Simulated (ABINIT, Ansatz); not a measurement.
# Converging GW for Na2LiIrF6 (Fm-3m) in ABINIT

Aim: raise bands and screening cutoff together for Na2LiIrF6 (Fm-3m) and follow gap and time.

Method: LDA and many-body steps on it, plane waves, in ABINIT 10.8.3.

### 1. Set-up

Symmetry: Fm-3m, No. 225, cubic system. The conventional cell has a = 8.010 Å, b = 8.010 Å, c = 8.010 Å, α = 90.00°, β = 90.00°, γ = 90.00°. Nearest to Na lie 12 F at 2.83 Å. Nearest to Li lie 6 F at 1.98 Å. Ir has 6 F at 2.02 Å nearest. F has 1 Li at 1.98 Å and 1 Ir at 2.02 Å and 4 Na at 2.83 Å nearest. Farther neighbours and most contacts between anions are not listed.

As a file:

```cif
data_structure
_symmetry_space_group_name_H-M 'P 1'
_symmetry_Int_Tables_number 1
_cell_length_a 5.6637
_cell_length_b 5.6637
_cell_length_c 5.6637
_cell_angle_alpha 60.000
_cell_angle_beta 60.000
_cell_angle_gamma 60.000
_cell_volume 128.46
loop_
_atom_site_label
_atom_site_type_symbol
_atom_site_fract_x
_atom_site_fract_y
_atom_site_fract_z
_atom_site_occupancy
Na1 Na 0.75000 0.75000 0.75000 1
Na2 Na 0.25000 0.25000 0.25000 1
Li3 Li 0.50000 0.50000 0.50000 1
Ir4 Ir 0.00000 0.00000 0.00000 1
F5 F 0.74768 0.25232 0.25232 1
F6 F 0.25232 0.25232 0.74768 1
F7 F 0.25232 0.74768 0.74768 1
F8 F 0.25232 0.74768 0.25232 1
F9 F 0.74768 0.25232 0.74768 1
F10 F 0.74768 0.74768 0.25232 1
```

The cell and positions are those that the Materials Project relaxed with its own functionals (PBE, PBE+U or r2SCAN), kept fixed. Spin-orbit coupling is left out unless a step names it.

### 2. Empty states on the mesh, 2×2×2 mesh, 272 bands

This step: ABINIT 10.8.3; DFT, LDA, plane waves, norm-conserving pseudopotentials.

The sums over transitions need many empty states on a uniform mesh; this step solves for them.

The input, run.abi:

```
acell 3*1.0 Angstrom
rprim 
  0.000000000000 4.004814000000 4.004814000000
  4.004814000000 0.000000000000 4.004814000000
  4.004814000000 4.004814000000 -0.000000000000
ntypat 4
znucl 11 3 77 9
natom 10
typat 1 1 2 3 4 4 4 4 4 4
xred 
  0.750000000000 0.750000000000 0.750000000000
  0.250000000000 0.250000000000 0.250000000000
  0.500000000000 0.500000000000 0.500000000000
  0.000000000000 0.000000000000 0.000000000000
  0.747678000000 0.252322000000 0.252322000000
  0.252322000000 0.252322000000 0.747678000000
  0.252322000000 0.747678000000 0.747678000000
  0.252322000000 0.747678000000 0.252322000000
  0.747678000000 0.252322000000 0.747678000000
  0.747678000000 0.747678000000 0.252322000000
pp_dirpath "pseudos"
pseudos "Na.upf, Li.upf, Ir.upf, F.upf"
ecut 38
ngkpt 2 2 2
nshiftk 1
shiftk 0 0 0
kptopt 1
chksymbreak 0
iscf -2
irdden 1
istwfk *1
nband 272
nbdbuf 24
tolwfr 1e-09
nstep 60
prtvol 0
indata_prefix "in"
outdata_prefix "out"
tmpdata_prefix "tmp"
```

Run with:

```
$ OMP_NUM_THREADS=1 mpirun -n 4 abinit run.abi > log
```

Numbers of over 12 decimals in the logs are rounded to 6 here.

Log:

```text
.Version 10.8.3 of ABINIT. v10.8.2 released Aug 2026.

 Symmetries : space group Fm -3 m (#225); Bravais cF (face-center cubic)
[... echo of the input left out ...]
== DATASET  1 ==================================================================
-   mpi_nproc: 4, omp_nthreads: 1 (-1 if OMP is not activated)
-    --> not optimal distribution: autoparal keyword recommended in input file <--

--- !DatasetInfo
iteration_state: {dtset: 1, }
dimensions: {natom: 10, nkpt: 3, mband: 272, nsppol: 1, nspinor: 1, nspden: 1, mpw: 9756, }
cutoff_energies: {ecut:  38.0, pawecutdg:  -1.0, }
[...]
2.94015    2.94402    2.94402    2.94402    2.94582    2.94582    2.94936    2.94936
   2.94937    2.95211    2.97159    2.97318    2.97318    2.98919    2.98919    2.98919
 prteigrs : prtvol=0 or 1, do not print more k-points.

== END DATASET(S) ==============================================================
================================================================================

 -outvars: echo values of variables after computation  --------
            nband         272
             nkpt           3
          spgroup         225
 [... the other variables as echoed above ...]

 Calculation completed.
```

Elapsed: 4.5 min, on 4 MPI ranks of Arm Neoverse N1, shared host; peak memory 0.49 GiB.

This step gave:

```yaml
gap: 2.036 eV
k_of_the_valence_top: 0.5, 0.5, 0
k_of_the_conduction_bottom: 0.5, 0.5, 0
least_direct_gap: 2.036 eV
k_points_computed: 3
lowest_point_of_the_top_converged_band_above_the_valence_top: 73.8650 eV
```

On this mesh the gap is 2.036 eV.

The density comes from a self-consistent run that is not shown.

### 3. Screening, 2×2×2 mesh, 66 bands, screening to 62.6 eV

The RPA dielectric matrix is built and inverted for each q.

This step: RPA screening on LDA, plane waves, norm-conserving pseudopotentials.

run.abi, as its differences from that of step 2:

```diff
@@ -28,10 +28,11 @@
 chksymbreak 0
-iscf -2
-irdden 1
 istwfk *1
-nband 272
-nbdbuf 24
-tolwfr 1e-09
-nstep 60
-prtvol 0
+occopt 1
+irdwfk 1
+optdriver 3
+nband 66
+ecuteps 2.3
+inclvkb 2
+awtr 1
+symchi 1
 indata_prefix "in"
```

Log:

```text
.Version 10.8.3 of ABINIT. v10.8.2 released Aug 2026.

 Symmetries : space group Fm -3 m (#225); Bravais cF (face-center cubic)
[... echo of the input left out ...]
== DATASET  1 ==================================================================
-   mpi_nproc: 4, omp_nthreads: 1 (-1 if OMP is not activated)

--- !DatasetInfo
iteration_state: {dtset: 1, }
dimensions: {natom: 10, nkpt: 3, mband: 66, nsppol: 1, nspinor: 1, nspden: 1, mpw: 9756, }
cutoff_energies: {ecut:  38.0, pawecutdg:  -1.0, }
electrons: {nelect:   8.00000000E+01, charge:   0.00000000E+00, occopt:   1.00000000E+00, tsmear:   1.00000000E-02, }

 SCREENING: Calculation of the susceptibility and dielectric matrices

 Based on a program developped by R.W. Godby, V. Olevano, G. Onida, and L. Reining.
 Incorporated in ABINIT by V. Olevano, G.-M. Rignanese, and M. Torrent.
.Using double precision arithmetic ; gwpc =  8

[... cell and pseudopotentials left out ...]
--------------------------------------------------------------------------------

 ==== K-mesh for the wavefunctions ====
 Number of points in the irreducible wedge :     3
[... list of points left out ...]
 Together with 48 symmetry operations and time-reversal symmetry
 yields     8 points in the full Brillouin Zone.

 ==== Q-mesh for the screening function ====
 Number of points in the irreducible wedge :     3
[... list of points left out ...]
 Together with 48 symmetry operations and time-reversal symmetry
 yields     8 points in the full Brillouin Zone.

 setmesh: FFT mesh size selected  =    40x   40x   40
          total number of points  =        64000

 vcoul_init : cutoff-mode = AUXILIARY_FUNCTION
 q-points for optical limit:   1
     1)      0.000010    0.000020    0.000030

- screening: taking advantage of time-reversal symmetry
- Maximum band index for partially occupied states nbvw = 40
- Remaining bands to be divided among processors   nbcw = 26
- Number of bands treated by each node ~6

 Number of electrons calculated from density =   80.0000; Expected =   80.0000
 average of density, n =  0.092282
 r_s =    1.3728
 omega_plasma =   29.3031 [eV]

 calculating chi0 at frequencies [eV] :
  1    0.000000E+00    0.000000E+00
  2    0.000000E+00    2.930311E+01

--------------------------------------------------------------------------------
  q-point number  1        q = ( 0.000000, 0.000000, 0.000000) [r.l.u.]
--------------------------------------------------------------------------------
[... chi0 elements left out ...]
 For q-point:  0.000010 0.000020 0.000030
  dielectric constant =   2.1330
  dielectric constant without local fields =   2.3759

  Average fulfillment of the sum rule on Im[epsilon] for q-point    1 :     13.66  [%]
[... wings left out ...]
  q-point number  2        q = ( 0.500000, 0.000000, 0.000000) [r.l.u.]
--------------------------------------------------------------------------------
[... chi0 elements left out ...]
  Average fulfillment of the sum rule on Im[epsilon] for q-point    2 :     18.03  [%]

 [... 1 further q-points ...]
```

Elapsed: 27 s, on 4 MPI ranks; peak memory 1.8 GiB.

This step gave:

| Property | Result |
| --- | --- |
| ε∞ with local fields, on this mesh, along the program's q direction | 2.133 |
| the same without local fields | 2.376 |
| plasma frequency | 29.30 eV |
| plane waves in the screening matrix | 137 |

Local fields lower ε∞ by 10 %. On a Γ-centred mesh this coarse the value itself is usually too large, while a short band sum pulls it down.

### 4. 66 bands, 62.6 eV

The self-energy is evaluated for the states that the input lists, and the levels follow from it, in one-shot runs by the linearised quasiparticle equation.

This step: G0W0 on LDA, plane waves, norm-conserving pseudopotentials.

run.abi, as its differences from that of step 3:

```diff
@@ -31,8 +31,17 @@
 irdwfk 1
-optdriver 3
+optdriver 4
 nband 66
+gwcalctyp 0
+ecutsigx 38
+symsigma 1
+nkptgw 2
+kptgw 
+  0.5000000000 0.5000000000 0.0000000000
+  0.0000000000 0.0000000000 0.0000000000
+bdgw 
+  39 42
+  38 43
 ecuteps 2.3
-inclvkb 2
-awtr 1
-symchi 1
+irdscr 1
+ppmodel 1
 indata_prefix "in"
```

Log:

```text
.Version 10.8.3 of ABINIT. v10.8.2 released Aug 2026.

 Symmetries : space group Fm -3 m (#225); Bravais cF (face-center cubic)
[... echo of the input left out ...]
== DATASET  1 ==================================================================
-   mpi_nproc: 4, omp_nthreads: 1 (-1 if OMP is not activated)

--- !DatasetInfo
iteration_state: {dtset: 1, }
dimensions: {natom: 10, nkpt: 3, mband: 66, nsppol: 1, nspinor: 1, nspden: 1, mpw: 9756, }
cutoff_energies: {ecut:  38.0, pawecutdg:  -1.0, }
electrons: {nelect:   8.00000000E+01, charge:   0.00000000E+00, occopt:   1.00000000E+00, tsmear:   1.00000000E-02, }

 SIGMA: Calculation of the GW corrections

 Based on a program developped by R.W. Godby, V. Olevano, G. Onida, and L. Reining.
 Incorporated in ABINIT by V. Olevano, G.-M. Rignanese, and M. Torrent.
.Using double precision arithmetic ; gwpc =  8

[... cell and pseudopotentials left out ...]
--------------------------------------------------------------------------------

 ==== K-mesh for the wavefunctions ====
 Number of points in the irreducible wedge :     3
[... list of points left out ...]
 Together with 48 symmetry operations and time-reversal symmetry
 yields     8 points in the full Brillouin Zone.

 ==== Q-mesh for screening function ====
 Number of points in the irreducible wedge :     3
[... list of points left out ...]
 Together with 48 symmetry operations and time-reversal symmetry
 yields     8 points in the full Brillouin Zone.

 vcoul_init : cutoff-mode = AUXILIARY_FUNCTION
 q-points for optical limit:   1
     1)      0.000010    0.000020    0.000030
 setmesh: FFT mesh size selected  =    60x   60x   60
          total number of points  =       216000

 Number of electrons calculated from density =   80.0000; Expected =   80.0000
 average of density, n =  0.092282
 r_s =    1.3728
 omega_plasma =   29.3031 [eV]

 === KS Band Gaps ===
  >>>> For spin  1
   Minimum direct gap =   2.0359 [eV], located at k-point      :   0.5000  0.5000  0.0000
   Fundamental gap    =   2.0359 [eV], Top of valence bands at :   0.5000  0.5000  0.0000
                                       Bottom of conduction at :   0.5000  0.5000  0.0000
 SIGMA fundamental parameters:
 PLASMON POLE MODEL  1
 number of plane-waves for SigmaX                 9721
 number of plane-waves for SigmaC and W            137
 number of plane-waves for wavefunctions          9721
 number of bands                                    66
 number of independent spin polarizations            1
 number of spinorial components                      1
 number of k-points in IBZ                           3
 number of q-points in IBZ                           3
 number of symmetry operations                      48
 number of k-points in BZ                            8
 number of q-points in BZ                            8
 number of frequencies for dSigma/dE                 9
 frequency step for dSigma/dE [eV]                0.25
 number of omega for Sigma on real axis              0
 max omega for Sigma on real axis  [eV]           0.00
 zcut for avoiding poles [eV]                     0.10

 EPSILON^-1 parameters (SCR file):
 dimension of the eps^-1 matrix on file            137
 dimension of the eps^-1 matrix used               137
 number of plane-waves for wavefunctions          9721
 number of bands                                    66
 number of q-points in IBZ                           3
 number of frequencies                               2
 number of real frequencies                          1
 number of imag frequencies                          1

 matrix elements of self-energy operator (all in [eV])

 Perturbative Calculation

--- !SelfEnergy_ee
iteration_state: {dtset: 1, }
kpoint     : [   0.500,    0.500,    0.000, ]
spin       : 1
KS_gap     :    2.036
QP_gap     :    6.122
Delta_QP_KS:    4.086
data: !SigmaeeData |
     Band     E0 <VxcDFT>   SigX SigC(E0)      Z dSigC/dE  Sig(E)    E-E0       E
       39   2.526 -21.681 -26.646   4.120   0.811  -0.234 -22.366  -0.685   1.841
       40   2.526 -21.681 -26.646   4.120   0.811  -0.234 -22.366  -0.685   1.841
       41   4.562 -21.153 -14.730  -2.302   0.825  -0.212 -17.752   3.401   7.963
       42   5.162 -22.744 -16.332  -2.199   0.813  -0.231 -19.320   3.423   8.586

--- !SelfEnergy_ee
iteration_state: {dtset: 1, }
kpoint     : [   0.000,    0.000,    0.000, ]
spin       : 1
KS_gap     :    2.472
QP_gap     :    5.614
Delta_QP_KS:    3.141
data: !SigmaeeData |
     Band     E0 <VxcDFT>   SigX SigC(E0)      Z dSigC/dE  Sig(E)    E-E0       E
       38   2.204 -20.728 -25.524   4.047   0.808  -0.237 -21.333  -0.605   1.600
       39   2.204 -20.728 -25.524   4.047   0.808  -0.237 -21.333  -0.605   1.600
       40   2.204 -20.728 -25.524   4.047   0.808  -0.237 -21.333  -0.605   1.600
       41   4.676 -10.406  -5.494  -2.058   0.889  -0.125  -7.869   2.537   7.213
       42   5.147 -22.688 -16.286  -2.196   0.813  -0.230 -19.268   3.420   8.567
       43   5.147 -22.688 -16.286  -2.196   0.813  -0.230 -19.268   3.420   8.567

== END DATASET(S) ==============================================================
================================================================================

 -outvars: echo values of variables after computation  --------
           etotal      0.0000000000E+00
            nband          66
             nkpt           3
          spgroup         225
 [... the other variables as echoed above ...]

 Calculation completed.
```

Run time: 11 s. Hardware: 4 MPI ranks; peak memory 1.2 GiB.

Numbers from this step:

```yaml
g0w0_gap_on_the_points_computed: 5.372 eV
starting_gap_on_the_mesh: 2.036 eV
k_of_the_valence_top: 0.5, 0.5, 0
k_of_the_conduction_bottom: 0, 0, 0
z_at_the_valence_top: 0.811
z_at_the_conduction_bottom: 0.889
least_direct_g0w0_gap_on_the_computed_points: 5.613 eV
```

The gap on the mesh goes from 2.04 eV to 5.37 eV, a correction of +3.34 eV.

### 5. Screening, 2×2×2 mesh, 125 bands, screening to 114.3 eV

This step: RPA screening on LDA, plane waves, norm-conserving pseudopotentials.

run.abi, as its differences from that of step 4:

```diff
@@ -31,17 +31,8 @@
 irdwfk 1
-optdriver 4
-nband 66
-gwcalctyp 0
-ecutsigx 38
-symsigma 1
-nkptgw 2
-kptgw 
-  0.5000000000 0.5000000000 0.0000000000
-  0.0000000000 0.0000000000 0.0000000000
-bdgw 
-  39 42
-  38 43
-ecuteps 2.3
-irdscr 1
-ppmodel 1
+optdriver 3
+nband 125
+ecuteps 4.2
+inclvkb 2
+awtr 1
+symchi 1
 indata_prefix "in"
```

Log:

```text
.Version 10.8.3 of ABINIT. v10.8.2 released Aug 2026.

 Symmetries : space group Fm -3 m (#225); Bravais cF (face-center cubic)
[... echo of the input left out ...]
== DATASET  1 ==================================================================
-   mpi_nproc: 4, omp_nthreads: 1 (-1 if OMP is not activated)

--- !DatasetInfo
iteration_state: {dtset: 1, }
dimensions: {natom: 10, nkpt: 3, mband: 125, nsppol: 1, nspinor: 1, nspden: 1, mpw: 9756, }
cutoff_energies: {ecut:  38.0, pawecutdg:  -1.0, }
electrons: {nelect:   8.00000000E+01, charge:   0.00000000E+00, occopt:   1.00000000E+00, tsmear:   1.00000000E-02, }

 SCREENING: Calculation of the susceptibility and dielectric matrices

 Based on a program developped by R.W. Godby, V. Olevano, G. Onida, and L. Reining.
 Incorporated in ABINIT by V. Olevano, G.-M. Rignanese, and M. Torrent.
.Using double precision arithmetic ; gwpc =  8

[... cell and pseudopotentials left out ...]
--------------------------------------------------------------------------------

 ==== K-mesh for the wavefunctions ====
 Number of points in the irreducible wedge :     3
[... list of points left out ...]
 Together with 48 symmetry operations and time-reversal symmetry
 yields     8 points in the full Brillouin Zone.

 ==== Q-mesh for the screening function ====
 Number of points in the irreducible wedge :     3
[... list of points left out ...]
 Together with 48 symmetry operations and time-reversal symmetry
 yields     8 points in the full Brillouin Zone.

 setmesh: FFT mesh size selected  =    40x   40x   40
          total number of points  =        64000

 vcoul_init : cutoff-mode = AUXILIARY_FUNCTION
 q-points for optical limit:   1
     1)      0.000010    0.000020    0.000030

- screening: taking advantage of time-reversal symmetry
- Maximum band index for partially occupied states nbvw = 40
- Remaining bands to be divided among processors   nbcw = 85
- Number of bands treated by each node ~21

 Number of electrons calculated from density =   80.0000; Expected =   80.0000
 average of density, n =  0.092282
 r_s =    1.3728
 omega_plasma =   29.3031 [eV]

 calculating chi0 at frequencies [eV] :
  1    0.000000E+00    0.000000E+00
  2    0.000000E+00    2.930311E+01

--------------------------------------------------------------------------------
  q-point number  1        q = ( 0.000000, 0.000000, 0.000000) [r.l.u.]
--------------------------------------------------------------------------------
[... chi0 elements left out ...]
 For q-point:  0.000010 0.000020 0.000030
  dielectric constant =   2.2619
  dielectric constant without local fields =   2.6041

  Average fulfillment of the sum rule on Im[epsilon] for q-point    1 :     34.75  [%]
[... wings left out ...]
  q-point number  2        q = ( 0.500000, 0.000000, 0.000000) [r.l.u.]
--------------------------------------------------------------------------------
[... chi0 elements left out ...]
  Average fulfillment of the sum rule on Im[epsilon] for q-point    2 :     40.76  [%]

 [... 1 further q-points ...]
```

Elapsed: 76 s, on 4 MPI ranks; peak memory 2 GiB; 5.1 min of CPU time.

This step gave:

```yaml
eps_infinity_with_local_fields_on_this_mesh_along_the_program_s_q_direction: 2.262
the_same_without_local_fields: 2.604
plasma_frequency: 29.30 eV
plane_waves_in_the_screening_matrix: 339
```

(Continued in part 2 of 2.)

[Paths, hosts, dates, memory and timing lines, banners, echoed tables and standing remarks are left out of the program output.]

[Logs are printed without paths, hosts, clocks, repeated set-up lines and the standing remarks that a program may print on its own settings, such as how far it seeks lower states.]

[Runs of the session that timed out or met a known fault of the program may be left out.]

[Hosts, paths, dates, database ids (printed as entryN), source tags and the programs' standing remarks are cut or masked in the printed files.]

[G0W0 gaps are taken among the corrected bands and points alone; a level outside them can change the order at an edge.]

[Where Ansatz stands beside ABINIT at settings called matched, ABINIT's density can come from a denser mesh and the files from another edition; pairs whose starting gaps differed by over 0.03 eV were left out, so agreement reads better than it is.]
